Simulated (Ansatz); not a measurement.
# Ge wire along [111], 26 atoms a period, H-terminated: bands by functional and under strain, part 2 of 3

Wanted: the relaxed geometry and the bands of the Ge wire along [111], 26 atoms a period, H-terminated.

Ansatz 0.2.0; DFT PBE, plane waves, PAW; relaxation of a wire's period; PAW set soft_1 (the session's first sound run).

So far. Step 2 (Relaxation of atoms and period): The cell's length comes to 9.877 Å with spin left out.

## 3. The perfect wire

This step: DFT PBE, plane waves, PAW; bands of a perfect wire; PAW set soft_1 (Ansatz 0.2.0).

At the relaxed period the bands are computed along the axis; those that cross an energy going forward count the channels that a perfect wire would open there.

The input, input.yaml:

```yaml
crystal:
  lattice:
    - [17.493, 0.0, 0.0]
    - [0.0, 16.796, 0.0]
    - [0.0, 0.0, 9.8771414492]
  atoms:
    - { symbol: Ge, position: [0.264489627, 0.509634852, 0.002091222] }
    - { symbol: Ge, position: [0.374236838, 0.70761493, 0.002090247] }
    - { symbol: Ge, position: [0.500009703, 0.500001266, 0.999875824] }
    - { symbol: Ge, position: [0.625782567, 0.70761493, 0.002090247] }
    - { symbol: Ge, position: [0.264489627, 0.490370784, 0.247908778] }
    - { symbol: Ge, position: [0.374236838, 0.292390706, 0.247909753] }
    - { symbol: Ge, position: [0.39025863, 0.717251476, 0.247907122] }
    - { symbol: Ge, position: [0.500009703, 0.50000437, 0.250124176] }
    - { symbol: Ge, position: [0.625782567, 0.292390706, 0.247909753] }
    - { symbol: Ge, position: [0.609760775, 0.717251476, 0.247907122] }
    - { symbol: Ge, position: [0.735529779, 0.490370784, 0.247908778] }
    - { symbol: H, position: [0.19841992, 0.433556117, 0.287358041] }
    - { symbol: H, position: [0.249088512, 0.571002029, 0.317669835] }
    - { symbol: H, position: [0.293960544, 0.261204191, 0.287366274] }
    - { symbol: H, position: [0.315515851, 0.690823441, 0.317677758] }
    - { symbol: H, position: [0.404465228, 0.80525267, 0.287354551] }
    - { symbol: H, position: [0.433586634, 0.238189204, 0.317671367] }
    - { symbol: H, position: [0.566432771, 0.238189204, 0.317671367] }
    - { symbol: H, position: [0.595554177, 0.80525267, 0.287354551] }
    - { symbol: H, position: [0.706058861, 0.261204191, 0.287366274] }
    - { symbol: H, position: [0.684503554, 0.690823441, 0.317677758] }
    - { symbol: H, position: [0.750930893, 0.571002029, 0.317669835] }
    - { symbol: H, position: [0.801599486, 0.433556117, 0.287358041] }
    - { symbol: Ge, position: [0.383557219, 0.429981223, 0.331976276] }
    - { symbol: Ge, position: [0.500009703, 0.640051203, 0.331976377] }
    - { symbol: Ge, position: [0.616462186, 0.429981223, 0.331976276] }
    - { symbol: Ge, position: [0.385653237, 0.431239545, 0.582207884] }
    - { symbol: Ge, position: [0.500009703, 0.63752966, 0.5822091] }
    - { symbol: Ge, position: [0.614366168, 0.431239545, 0.582207884] }
    - { symbol: H, position: [0.313266086, 0.612292831, 0.614288034] }
    - { symbol: H, position: [0.500009703, 0.275421875, 0.61428728] }
    - { symbol: H, position: [0.686753319, 0.612292831, 0.614288034] }
    - { symbol: H, position: [0.313266086, 0.387712805, 0.635711966] }
    - { symbol: H, position: [0.500009703, 0.724583761, 0.63571272] }
    - { symbol: H, position: [0.686753319, 0.387712805, 0.635711966] }
    - { symbol: Ge, position: [0.385653237, 0.568766091, 0.667792116] }
    - { symbol: Ge, position: [0.500009703, 0.362475977, 0.6677909] }
    - { symbol: Ge, position: [0.614366168, 0.568766091, 0.667792116] }
    - { symbol: Ge, position: [0.383557219, 0.570024414, 0.918023724] }
    - { symbol: Ge, position: [0.500009703, 0.359954433, 0.918023623] }
    - { symbol: Ge, position: [0.616462186, 0.570024414, 0.918023724] }
    - { symbol: H, position: [0.19841992, 0.566449519, 0.962641959] }
    - { symbol: H, position: [0.249088512, 0.429003608, 0.932330165] }
    - { symbol: H, position: [0.315515851, 0.309182196, 0.932322242] }
    - { symbol: H, position: [0.293960544, 0.738801445, 0.962633726] }
    - { symbol: H, position: [0.404465228, 0.194752967, 0.962645449] }
    - { symbol: H, position: [0.433586634, 0.761816432, 0.932328633] }
    - { symbol: H, position: [0.566432771, 0.761816432, 0.932328633] }
    - { symbol: H, position: [0.595554177, 0.194752967, 0.962645449] }
    - { symbol: H, position: [0.684503554, 0.309182196, 0.932322242] }
    - { symbol: H, position: [0.706058861, 0.738801445, 0.962633726] }
    - { symbol: H, position: [0.750930893, 0.429003608, 0.932330165] }
    - { symbol: H, position: [0.801599486, 0.566449519, 0.962641959] }
    - { symbol: Ge, position: [0.39025863, 0.28275416, 0.002092878] }
    - { symbol: Ge, position: [0.609760775, 0.28275416, 0.002092878] }
    - { symbol: Ge, position: [0.735529779, 0.509634852, 0.002091222] }
kpoints:
  mp_grid: { grid: [1, 1, 9] }
  band_path: { path: ["Γ", Z], npoints: 90 }
scf:
  occupations: { method: fermi_dirac, width: 0.05 }
hamiltonian:
  xc: pbe
  pseudopotentials: { kind: paw, azcp: { folder: soft_1 } }
output:
  dos: { e_range: [-5, 4] }
  write_potential: true
  write_density: true
  volumetric_format: npy
```

On the command line:

```
ansatz run input.yaml --threads 16 --pin off --max-ram 61440MiB --backend cuda --events-out ev --progress --plain --runs-dir out --max-vram 78GiB
```

Numbers of over 12 decimals in the logs are rounded to 6 here.

Log:

```text
[...]
Crystal: 56 atoms, lattice volume = 2902.027 Å³
Basis set: ecut = 420 eV, 56759 PW (Γ)
Bands: 253, of which v1, the nominal top of the filled ones, is band 197 counted from 1 (196 counted from 0)
Symmetry: 4 space group operations
[...]
k-points: 5 of 9
[...]
SCF iter   1: F=—  HF=-112146.951636 eV  |F-HF|=—  |Δ(HF+E_count)|=         —  Δρ=3.27e-2  dr2=2.60e1  ethr=3.10e-3  ⟨swp⟩=6.4  Hψ=5080  notcnv=0  defer=97
[...]
SCF iter   6: F=—  HF=-112139.499039 eV  |F-HF|=—  |Δ(HF+E_count)|=   2.47e-3  Δρ=9.54e-5  dr2=6.32e-4  ethr=1.16e-6  ⟨swp⟩=2.0  Hψ=2008  notcnv=0  defer=242
[...]
SCF iter   8: F=—  HF=-112139.499865 eV  |F-HF|=—  |Δ(HF+E_count)|=   1.65e-4  Δρ=1.52e-5  dr2=6.12e-6  ethr=1.85e-8  ⟨swp⟩=2.0  Hψ=2250  notcnv=0  defer=242
[...]
SCF iter  10: F=-112139.499878 eV  HF=-112139.499878 eV  |F-HF|=7.00e-8  |Δ(HF+E_count)|=   1.07e-6  Δρ=1.03e-6  dr2=3.22e-8  ethr=2.54e-11  ⟨swp⟩=15.0  Hψ=7275  notcnv=0
SCF 1 converged in 10 iterations: F = -112139.499878 eV  dr2 = 3.22e-8
[...]
NSCF: frozen V_eff on 91 k-points
[...]
SCF converged after 10 iterations
[...]
```

It took 16 s on 1 × NVIDIA GB200 with 16 threads of Arm Neoverse V2, shared host; peak memory 2.5 GiB; 2.9 min of CPU time.

In the SCF lines HF is the Harris–Foulkes energy and dr2 the Hartree energy of the density residual, in eV; the loop may stop once dr2 is under the threshold and the program's other checks hold. Hψ counts applications of the Hamiltonian.

Numbers from this step:

```
band gap : 2.430 eV
```

Electronic bands along the path, in eV, zero at the Fermi level; v1 is the highest filled band, c1 the lowest empty one:

| point | v4 | v3 | v2 | v1 | c1 | c2 | c3 | c4 |
| --- | --- | --- | --- | --- | --- | --- | --- | --- |
| Γ | -1.92 | -1.89 | -1.89 | -1.19 | 1.24 | 1.54 | 1.57 | 1.79 |
| halfway | -1.96 | -1.81 | -1.81 | -1.52 | 1.36 | 1.51 | 1.51 | 1.54 |
| Z | -1.98 | -1.98 | -1.79 | -1.79 | 1.26 | 1.26 | 1.46 | 1.60 |

The gap is 2.43 eV, with spin left out.

The path shows a direct gap of 2.43 eV (valence top at Γ, conduction bottom at Γ).

## 4. Another level of theory, cutoff 500 eV, k-mesh 1×1×7

This step: DFT r2SCAN, plane waves, PAW; bands of a perfect wire at the PBE geometry; PAW set soft_1 (Ansatz 0.2.0).

The atoms stay at the PBE geometry and the functional changes. r2SCAN also reads the kinetic-energy density; it often gives larger moments and wider gaps than PBE, at a higher cost. Against the first PBE run of this kind, the cutoff is 500 eV against 420 and the mesh along the wire has 7 points against 9.

Edit input.yaml of step 3 so:

```diff
@@ -63,3 +63,3 @@
 kpoints:
-  mp_grid: { grid: [1, 1, 9] }
+  mp_grid: { grid: [1, 1, 7] }
   band_path: { path: ["Γ", Z], npoints: 90 }
@@ -68,8 +68,3 @@
 hamiltonian:
-  xc: pbe
+  xc: r2scan
   pseudopotentials: { kind: paw, azcp: { folder: soft_1 } }
-output:
-  dos: { e_range: [-5, 4] }
-  write_potential: true
-  write_density: true
-  volumetric_format: npy
```

Log:

```text
[...]
Crystal: 56 atoms, lattice volume = 2902.027 Å³
Basis set: ecut = 500 eV, 73647 PW (Γ), exchange–correlation on 512×500×300 points (64 copies of the dense FFT grid, shifted against one another)
Bands: 253, of which v1, the nominal top of the filled ones, is band 197 counted from 1 (196 counted from 0)
Symmetry: 4 space group operations
[...]
k-points: 4 of 7
[...]
SCF iter   1: F=—  HF=-112351.853934 eV  |F-HF|=—  |Δ(HF+E_count)|=         —  Δρ=3.18e-2  dr2=2.41e1  dr2_τ=2.06e-1  ethr=3.10e-3  ⟨swp⟩=6.5  Hψ=4106  notcnv=0  defer=78
[...]
SCF iter   6: F=—  HF=-112347.507510 eV  |F-HF|=—  |Δ(HF+E_count)|=   5.07e-3  Δρ=7.56e-5  dr2=3.70e-4  dr2_τ=5.46e-6  ethr=7.39e-7  ⟨swp⟩=2.0  Hψ=1627  notcnv=0  defer=193
[...]
SCF iter   8: F=—  HF=-112347.508021 eV  |F-HF|=—  |Δ(HF+E_count)|=   2.07e-4  Δρ=1.07e-5  dr2=5.19e-6  dr2_τ=9.32e-8  ethr=1.16e-8  ⟨swp⟩=2.0  Hψ=1800  notcnv=0  defer=193
[...]
SCF iter  10: F=-112347.508038 eV  HF=-112347.508038 eV  |F-HF|=1.08e-7  |Δ(HF+E_count)|=   2.11e-6  Δρ=9.69e-7  dr2=3.03e-8  dr2_τ=5.12e-10  ethr=2.54e-11  ⟨swp⟩=15.5  Hψ=5113  notcnv=0
SCF 1 converged in 10 iterations: F = -112347.508038 eV  dr2 = 3.03e-8
[...]
the band table was solved once the SCF had ended and its energy, with any forces and stress, was formed, with the checks that follow a solve (4625 applications of the Hamiltonian). They found nothing against the state; the energy, forces and stress were not computed again (output.eigenvalues in the input reference)
[...]
SCF converged after 10 iterations
[...]
```

Run time: 24 s. Hardware: 1 × NVIDIA GB200 with 16 threads; peak memory 5.1 GiB; 3.9 min of CPU time.

Numbers from this step:

| Property | Result |
| --- | --- |
| band gap | 2.775 eV |

The electronic bands at the labelled points (eV, zero at the Fermi level; v1 is the highest filled band, c1 the lowest empty one):

```csv
point,v4,v3,v2,v1,c1,c2,c3,c4
Γ,-2.14,-2.09,-2.09,-1.35,1.42,1.73,1.74,1.92
halfway,-2.18,-2.02,-2.02,-1.70,1.55,1.67,1.67,1.74
Z,-2.19,-2.19,-2.00,-2.00,1.42,1.42,1.65,1.78
```

The gap is 2.78 eV, against 2.43 eV under PBE at the relaxed period.

## 5. At a strained period, period over the relaxed period 1.1

This step: DFT PBE, plane waves, PAW; relaxation at a fixed period; PAW set soft_1 (Ansatz 0.2.0).

The period is set to 1.1 times the relaxed one and the atoms relax within it: strain changes bond lengths and angles, which shifts the bands against each other. Against the first PBE run of this kind, the mesh along the wire has 6 points against 9.

The cell differs from the one that the last finished run ended in (c 9.877 → 10.865 Å).

Edit input.yaml of step 4 so:

```diff
@@ -4,3 +4,3 @@
     - [0.0, 16.796, 0.0]
-    - [0.0, 0.0, 9.8771414492]
+    - [0.0, 0.0, 10.8648555941]
   atoms:
@@ -63,3 +63,3 @@
 kpoints:
-  mp_grid: { grid: [1, 1, 7] }
+  mp_grid: { grid: [1, 1, 6] }
   band_path: { path: ["Γ", Z], npoints: 90 }
@@ -68,3 +68,8 @@
 hamiltonian:
-  xc: r2scan
+  xc: pbe
   pseudopotentials: { kind: paw, azcp: { folder: soft_1 } }
+relax:
+  max_steps: 40
+  f_tol: 0.02
+output:
+  stress: true
```

Log:

```text
Warning: output.stress: scf.convergence.dr2_threshold = 1e-7 eV (the SCF's general default) is looser than the 5.6e-9 eV advised for a printed stress (1e-10 eV for each atom of the cell: 56). What an SCF threshold leaves in a stress goes as its square root, and in the free energy as the threshold itself, and one threshold admits the most on a small cell: [figures from the program's tests cut] Every solve of this run answers to scf.convergence.dr2_threshold,  [...]
[...]
Crystal: 56 atoms, lattice volume = 3192.230 Å³
Basis set: ecut = 420 eV, 62403 PW (Γ), exchange–correlation on 240×240×150 points (8 copies of the dense FFT grid, shifted against one another)
Bands: 253, of which v1, the nominal top of the filled ones, is band 197 counted from 1 (196 counted from 0)
Symmetry: 4 space group operations
[...]
k-points: 4 of 6
[...]
SCF iter   1: F=—  HF=-112144.188231 eV  |F-HF|=—  |Δ(HF+E_count)|=         —  Δρ=3.06e-2  dr2=2.56e1  ethr=3.10e-3  ⟨swp⟩=6.0  Hψ=3885  notcnv=0  defer=107
[...]
SCF iter   2: F=—  HF=-112138.211262 eV  |F-HF|=—  |Δ(HF+E_count)|=    5.98e0  Δρ=1.30e-2  dr2=5.46e0  ethr=3.10e-3  ⟨swp⟩=3.0  Hψ=1383  notcnv=0  defer=198
[...]
SCF iter   9: F=-112136.811383 eV  HF=-112136.811381 eV  |F-HF|=2.51e-6  |Δ(HF+E_count)|=   1.55e-5  Δρ=6.37e-6  dr2=1.11e-6  ethr=2.54e-9  ⟨swp⟩=4.0  Hψ=2803  notcnv=0
SCF 1 converged in 9 iterations: F = -112136.811383 eV  dr2 = 1.11e-6
[...]
relax step   1: F+E_penalty+E_count = -112136.81138345 eV  Δ(F+E_penalty+E_count) = +0.000e0 eV  max|allowed force component| = 4.932e-1 eV/Å  Δτ_max = 0.0000 Å  (9 SCF iters, dr2 threshold 1.00e-5 eV, accepted)
[...]
SCF 2 converged in 7 iterations: F = -112137.882222 eV  dr2 = 7.93e-6
[...]
relax step   2: F+E_penalty+E_count = -112137.88222239 eV  Δ(F+E_penalty+E_count) = -1.071e0 eV  max|allowed force component| = 6.993e-1 eV/Å  Δτ_max = 0.1950 Å  (7 SCF iters, dr2 threshold 1.52e-5 eV, accepted)
[...]
SCF 3 converged in 6 iterations: F = -112138.147385 eV  dr2 = 7.41e-6
relax step   3: F+E_penalty+E_count = -112138.14738458 eV  Δ(F+E_penalty+E_count) = -2.652e-1 eV  max|allowed force component| = 1.690e-1 eV/Å  Δτ_max = 0.1048 Å  (6 SCF iters, dr2 threshold 3.06e-5 eV, accepted)
[...]
relax step   4: F+E_penalty+E_count = -112138.18082610 eV  Δ(F+E_penalty+E_count) = -3.344e-2 eV  max|allowed force component| = 5.110e-2 eV/Å  Δτ_max = 0.0404 Å  (6 SCF iters, dr2 threshold 1.78e-6 eV, accepted)
[...]
SCF 5 converged in 6 iterations: F = -112138.183580 eV  dr2 = 7.11e-8
relax step   5: F+E_penalty+E_count = -112138.18357990 eV  Δ(F+E_penalty+E_count) = -2.754e-3 eV  max|allowed force component| = 1.840e-2 eV/Å  Δτ_max = 0.0161 Å  (6 SCF iters, accepted)
[...]
SCF converged after 6 iterations
[...]
F+E_penalty+E_count = -112138.18357990 eV   max|allowed force component| = 1.840e-2 eV/Å
  atoms:
    - { symbol: Ge, position: [0.270516, 0.508577, 0.010944] }
    - { symbol: Ge, position: [0.378130, 0.702708, 0.010942] }
    - { symbol: Ge, position: [0.500010, 0.500002, 1.004542] }
    - { symbol: Ge, position: [0.621890, 0.702708, 0.010942] }
    - { symbol: Ge, position: [0.270516, 0.491429, 0.239056] }
    - { symbol: Ge, position: [0.378130, 0.297298, 0.239058] }
    - { symbol: Ge, position: [0.392392, 0.711287, 0.239054] }
    - { symbol: Ge, position: [0.500010, 0.500004, 0.245458] }
    - { symbol: Ge, position: [0.621890, 0.297298, 0.239058] }
    - { symbol: Ge, position: [0.607627, 0.711287, 0.239054] }
    - { symbol: Ge, position: [0.729504, 0.491429, 0.239056] }
    - { symbol: H, position: [0.202081, 0.435194, 0.265645] }
    - { symbol: H, position: [0.250332, 0.572728, 0.297015] }
    - { symbol: H, position: [0.297153, 0.263686, 0.265653] }
    - { symbol: H, position: [0.314702, 0.688839, 0.297022] }
    - { symbol: H, position: [0.404934, 0.801131, 0.265641] }
    - { symbol: H, position: [0.435644, 0.238449, 0.297019] }
    - { symbol: H, position: [0.564375, 0.238449, 0.297019] }
    - { symbol: H, position: [0.595086, 0.801131, 0.265641] }
    - { symbol: H, position: [0.702866, 0.263686, 0.265653] }
    - { symbol: H, position: [0.685318, 0.688839, 0.297022] }
    - { symbol: H, position: [0.749687, 0.572728, 0.297015] }
    - { symbol: H, position: [0.797938, 0.435194, 0.265645] }
    - { symbol: Ge, position: [0.386410, 0.431697, 0.333999] }
    - { symbol: Ge, position: [0.500010, 0.636620, 0.333997] }
    - { symbol: Ge, position: [0.613610, 0.431697, 0.333999] }
    - { symbol: Ge, position: [0.387774, 0.432515, 0.575393] }
    - { symbol: Ge, position: [0.500010, 0.634979, 0.575394] }
    - { symbol: Ge, position: [0.612245, 0.432515, 0.575393] }
    - { symbol: H, position: [0.313236, 0.612312, 0.637403] }
    - { symbol: H, position: [0.500010, 0.275385, 0.637402] }
    - { symbol: H, position: [0.686784, 0.612312, 0.637403] }
    - { symbol: H, position: [0.313236, 0.387694, 0.612597] }
    - { symbol: H, position: [0.500010, 0.724621, 0.612598] }
    - { symbol: H, position: [0.686784, 0.387694, 0.612597] }
    - { symbol: Ge, position: [0.387774, 0.567491, 0.674607] }
    - { symbol: Ge, position: [0.500010, 0.365027, 0.674606] }
    - { symbol: Ge, position: [0.612245, 0.567491, 0.674607] }
    - { symbol: Ge, position: [0.386410, 0.568309, 0.916001] }
    - { symbol: Ge, position: [0.500010, 0.363386, 0.916003] }
    - { symbol: Ge, position: [0.613610, 0.568309, 0.916001] }
    - { symbol: H, position: [0.202081, 0.564812, 0.984355] }
    - { symbol: H, position: [0.250332, 0.427277, 0.952985] }
    - { symbol: H, position: [0.314702, 0.311167, 0.952978] }
    - { symbol: H, position: [0.297153, 0.736320, 0.984347] }
    - { symbol: H, position: [0.404934, 0.198874, 0.984359] }
    - { symbol: H, position: [0.435644, 0.761557, 0.952981] }
    - { symbol: H, position: [0.564375, 0.761557, 0.952981] }
    - { symbol: H, position: [0.595086, 0.198874, 0.984359] }
    - { symbol: H, position: [0.685318, 0.311167, 0.952978] }
    - { symbol: H, position: [0.702866, 0.736320, 0.984347] }
    - { symbol: H, position: [0.749687, 0.427277, 0.952985] }
    - { symbol: H, position: [0.797938, 0.564812, 0.984355] }
    - { symbol: Ge, position: [0.392392, 0.288719, 0.010946] }
    - { symbol: Ge, position: [0.607627, 0.288719, 0.010946] }
    - { symbol: Ge, position: [0.729504, 0.508577, 0.010944] }
```

Wall time 21 s (1 × NVIDIA GB200 with 16 threads); peak memory 2.2 GiB.

Step by step:

```
step  energy less that of the first step (eV)  largest force component (eV/Å)
   1                                   0.0000                          0.4932
   2                                  -1.0708                          0.6993
   3                                  -1.3360                          0.1690
   4                                  -1.3694                          0.0511
   5                                  -1.3722                          0.0184
```

The run keeps the 4 symmetry operations that it works with, so distortions that break them were not tested.

The atoms that moved most (Å):

```
atom      dx      dy      dz  length
 H34   0.000   0.001  -0.251   0.251
 H31   0.000  -0.001   0.251   0.251
 H32   0.001   0.000   0.251   0.251
 H35   0.001   0.000  -0.251   0.251
 H30  -0.001   0.000   0.251   0.251
 H33  -0.001   0.000  -0.251   0.251
 H16   0.008  -0.069  -0.236   0.246
 H19  -0.008  -0.069  -0.236   0.246
```

This step gave:

* band gap: 1.573 eV

Electronic bands along the path, in eV, zero at the Fermi level; v1 is the highest filled band, c1 the lowest empty one:

| point | v4 | v3 | v2 | v1 | c1 | c2 | c3 | c4 |
| --- | --- | --- | --- | --- | --- | --- | --- | --- |
| Γ | -1.31 | -1.20 | -1.20 | -0.79 | 0.79 | 1.61 | 1.61 | 1.75 |
| halfway | -1.33 | -1.27 | -1.17 | -1.17 | 1.21 | 1.41 | 1.41 | 1.82 |
| Z | -1.47 | -1.35 | -1.16 | -1.16 | 1.25 | 1.25 | 1.66 | 1.83 |

The gap is 1.57 eV, against 2.43 eV under PBE at the relaxed period.

(Part 2 of 3 ends here.)

[Logs are printed without paths, hosts, clocks, repeated set-up lines and the standing remarks that a program may print on its own settings, such as how far it seeks lower states.]

[Hosts, paths, dates, database ids (printed as entryN), source tags and the programs' standing remarks are cut or masked in the printed files.]
